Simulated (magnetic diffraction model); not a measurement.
**Magnetic neutron pattern of YbAgPt**

Space group P-6m2 (no. 187), a = 4.5250 Å, c = 10.3760 Å.

```
site  atom    x    y       z
  2i    Pt  2/3  1/3  0.8480
  1d    Pt  1/3  2/3     1/2
  1a    Yb    0    0       0
  2g    Yb    0    0  0.6646
  1f    Ag  2/3  1/3     1/2
  2h    Ag  1/3  2/3  0.8145
```

The compound is invented for this exercise: a known structure type with other elements, its cell scaled to their sizes and not relaxed.

Only Yb is taken to order (form factors of Yb3+); orders and moment sizes are assumed, and not adapted to the symmetry. Radiation: neutrons of λ = 2.36 Å, 1.5° to 70°; isotropic B of 0.14 Å² (Pt), 0.14 Å² (Yb) and 0.14 Å² (Ag). Simulated constant-wavelength pattern: nuclear and magnetic terms add, the magnetic one as |2.695 fm × Σ f S⊥ exp(2πi Q·r) exp(−B s²)|², summed over all Q at one angle with the factor 1/(sin²θ cos θ). For a modulated order the moment at position r is S exp(−2πi k·r) + c.c., with S = m/2 for a sine wave of amplitude m and S = m(u + iv)/2 for moments turning in a plane, u and v being orthogonal unit vectors in it; the phase factor of the sum at Q = H + k is then exp(2πi H·r). Free-ion form factors, Sears's scattering lengths of 1992, no absorption; a label names one of the reflections at its angle. The strongest nuclear line in the range is 100, and lines under 0.2 are left out.

Assume the order k = (1/3 1/3 0), moments turning in the plane of [100] and [010], 2.3 μB on Yb; signs + at (0, 0, 0), − at (0, 0, 0.6646), − at (0, 0, 0.3354).

Q: Where does magnetic intensity appear, and how strong is it?

```tsv
2θ (°)	index	nuclear	magnetic
20.02	(1/3 1/3 0)	0.0	0.8
23.98	(1/3 1/3 1)	0.0	6.0
33.27	(1/3 1/3 2)	0.0	3.6
35.05	(1 0 0)	6.2	0.0
37.55	(1 0 1)	4.0	0.0
39.90	(0 0 3)	0.5	0.0
42.92	(2/3 2/3 1)	0.0	1.5
45.03	(1/3 1/3 3)	0.0	0.6
49.10	(2/3 2/3 2)	0.0	1.3
54.14	(1 0 3)	100.0	0.0
54.77	(4/3 1/3 0)	0.0	0.2
56.56	(4/3 1/3 1)	0.0	1.7
58.28	(1/3 1/3 4)	0.0	1.5
58.30	(2/3 2/3 3)	0.0	0.3
61.74	(4/3 1/3 2)	0.0	1.5
62.87	(1 1 0)	77.6	0.0
66.12	(1 0 4)	5.0	0.0
69.86	(2/3 2/3 4)	0.0	0.9
69.88	(4/3 1/3 3)	0.0	0.3
```

The strongest magnetic line in the range is (1/3 1/3 1) at 23.98° (6.0). On top of the Lorentz factor, which all lines share, magnetic lines fade with angle because f falls: for Yb3+ it is 0.97, 0.88, 0.76 and 0.51 at sin θ/λ = 0.1, 0.2, 0.3 and 0.5 Å⁻¹, while nuclear lengths stay constant. The order has no net moment.

[Logs are printed without paths, hosts, clocks, repeated set-up lines and the standing remarks that a program may print on its own settings, such as how far it seeks lower states.]
